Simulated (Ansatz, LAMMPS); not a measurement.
# Glassy 74SiO2-15ZnO-11Na2O (mol %) (77 atoms) under strain: runs compared

How stiff is glassy 74SiO2-15ZnO-11Na2O (mol %) (77 atoms), and how do its levels respond to strain?

Computed with Ansatz 0.2.0: Kohn-Sham DFT, RPBE, PAW (set soft_2), plane waves.

## Step 1: The cell as built

The cell holds 77 atoms: 20 Si, 4 Zn, 6 Na and 47 O. Cell: a = 10.120 Å, b = 10.120 Å, c = 10.120 Å, α = 90.0°, β = 90.0°, γ = 90.0°. 77 atoms (20 Si, 4 Zn, 6 Na, 47 O) placed at random at 2.58 g/cm³, melted at 4000 K for 10 ps at fixed volume with the Morse and Coulomb pair potential with partial charges (Pedone, Malavasi, Menziani, Cormack and Segre, J. Phys. Chem. B 110, 11780 (2006)). Quenched from 4000 K to 300 K at 50 K/ps and fixed volume, held 10 ps at zero pressure, then minimised at fixed cell.

Limits known from the start: The quench rate of 50 K/ps far exceeds what a furnace or splat quench reaches, so expect more defects and frozen-in strain than in a real sample. The starting topology of bonds comes from the classical model, and needn't be the one that DFT or experiment would give. Sampling is at Γ alone.

## Step 2: The reference run

The reference is a single point at the end of the relaxation.

Every strained cell starts from the geometry of this run, and its atoms are relaxed with the cell held.

Its input, with most atom lines left out:

```yaml
crystal:
  lattice:
    - [10.65744, 0.22946, 0.03252]
    - [0.22946, 10.15828, 0.25315]
    - [0.03252, 0.25315, 10.0764]
  atoms:
    - { symbol: Si, position: [0.59769, 0.78256, 0.80667] }
    - { symbol: Si, position: [0.82213, 0.11159, 0.34018] }
    - { symbol: Si, position: [0.5738, 0.98253, 0.31741] }
    - { symbol: Si, position: [0.48244, 0.78276, 0.54905] }
    - { symbol: Si, position: [0.52271, 0.56448, 0.16304] }
    - { symbol: Si, position: [0.38243, 0.12327, 0.12299] }
    - { symbol: Si, position: [0.1837, 0.19688, 0.61766] }
    [... atom lines 8 to 77 left out ...]
kpoints:
  mp_grid: { grid: [1, 1, 1] }
hamiltonian:
  xc: rpbe
scf:
  occupations: { method: fixed }
output:
  forces: true
  stress: true
  populations: intrinsic
  dos:
    method: { smearing: { sigma: 0.08 } }
    de: 0.1
    projected: { site_lists: { Na: [Na], O: [O], Si: [Si], Zn: [Zn] } }
  eigenvalues: true
  write_density: true
  write_potential: true
  volumetric_format: npy
  elf: true
```

* free energy per atom: -803.0827 eV/atom
* r.m.s. force component: 0.00665 eV/Å
* pressure: 0.002822 GPa

Filled and empty levels are parted by 3.66 eV (at Γ alone); a semilocal functional tends to put such gaps too low. In a disordered cell it changes from sample to sample, and tail or defect levels can set it.

## Step 3: The runs

Each row is one run, on 4 threads of Intel Xeon Platinum 8488C (Sapphire Rapids), shared host. The free energy is the program's total, comparable only between runs with the same functional, potentials and atoms.

```
                                 run  atoms    outcome  ionic steps, all passes  free energy (eV)     time  host memory (GiB)
           Single point at the start     77  converged                        -        -61832.505      7 s                1.3
              Cell and atoms relaxed     77  converged                       26        -61837.369  2.4 min                1.3
Single point at the relaxed geometry     77  converged                        -        -61837.369    9.5 s                1.4
                         Volume -3 %     77  converged                        9        -61837.210     58 s                1.4
                         Volume +3 %     77  converged                        6        -61837.208     39 s                1.4
                         Volume -6 %     77  converged                       11        -61836.729     69 s                1.4
                         Volume +6 %     77  converged                        9        -61836.772     60 s                1.5
                        Volume -10 %     77  converged                       17        -61835.597  1.7 min                1.4
            Stretched by 1 % along x     77  converged                        4        -61837.340     24 s                1.4
           Compressed by 1 % along x     77  converged                        5        -61837.343     28 s                1.4
                Sheared by 2 % in xy     77  converged                        7        -61837.326     41 s                1.4
```

In some runs the program notes that the SCF threshold is loose for the stress.

## Step 4: Pressure against volume

Atoms are relaxed at each volume, in the scaled cell.

```csv
volume change (%),volume (Å³/atom),energy change (meV/atom),pressure (GPa),largest move on relaxing (Å),bonds,gap (eV)
-10,12.736,23.00,5.22,0.74,122,3.88
-6,13.302,8.31,3.15,0.32,119,3.78
-3,13.727,2.06,1.59,0.14,116,3.72
+0,14.151,0.00,0.00,-,115,3.66
+3,14.576,2.09,-1.51,0.11,114,3.58
+6,15.001,7.75,-2.85,0.31,114,3.49
```

## Step 5: Uniaxial strain and shear

Stress (GPa, compression positive) less that of the relaxed cell, atoms relaxed:

```
                   strain      xx      yy      zz      xy  energy change (meV/atom)
 stretched by 1 % along x  -0.873  -0.377  -0.290  -0.011                      0.38
compressed by 1 % along x   0.838   0.368   0.325   0.016                      0.33
     sheared by 2 % in xy  -0.033   0.001  -0.012  -0.662                      0.55
```

## Step 6: Outcome

The bulk modulus, from the slope of pressure against ln V over the three points nearest the relaxed volume, is 51.7 GPa; between neighbouring points the slope runs 48, 50, 52, 51 and 47 GPa from the smallest volume up, without a steady fall, so no pressure derivative is given. The count of bonds runs from 114 to 122 over the series, so at some points contacts cross the cutoffs. At -10 % some atom moved by over 0.5 Å on relaxing, so that point may sit in another local minimum. The gap goes from 3.88 eV at the smallest volume to 3.49 eV at the largest, -2.3 eV per unit of ln V by a straight line, on the run's k-points. In the Cartesian axes of the cell, finite differences give C11 = 85.6, C12 = 37.3, C13 = 30.7 and C66 = 33.1 GPa (the shear of 2 % is the engineering strain, εxy = 0.01). The mean of C11, C12 and C13, which equals the bulk modulus in a cubic or isotropic solid, is 51.2 GPa: it agrees with the bulk modulus within 10 %. For an isotropic solid C66 would equal (C11 − C12)/2 = 24.2 GPa; so small a sample needn't be isotropic, and C66 rests on one shear. The two differ too much for isotropic moduli to be formed.

Caveats: Strains are finite and relaxations stop at the force tolerance of the input, which can leave moduli too stiff; they are those of a static cell at zero temperature. Volumes are changed with the cell's shape held, so in an anisotropic solid the modulus lies over the one under free hydrostatic load. The program notes that the SCF threshold of the relaxations is loose for the stress.

The DFT runs together took 9.7 min of wall time.

[Logs are printed without paths, hosts, clocks, repeated set-up lines and the standing remarks that a program may print on its own settings, such as how far it seeks lower states.]

[Hosts, paths, dates, database ids (printed as entryN), source tags and the programs' standing remarks are cut or masked in the printed files.]
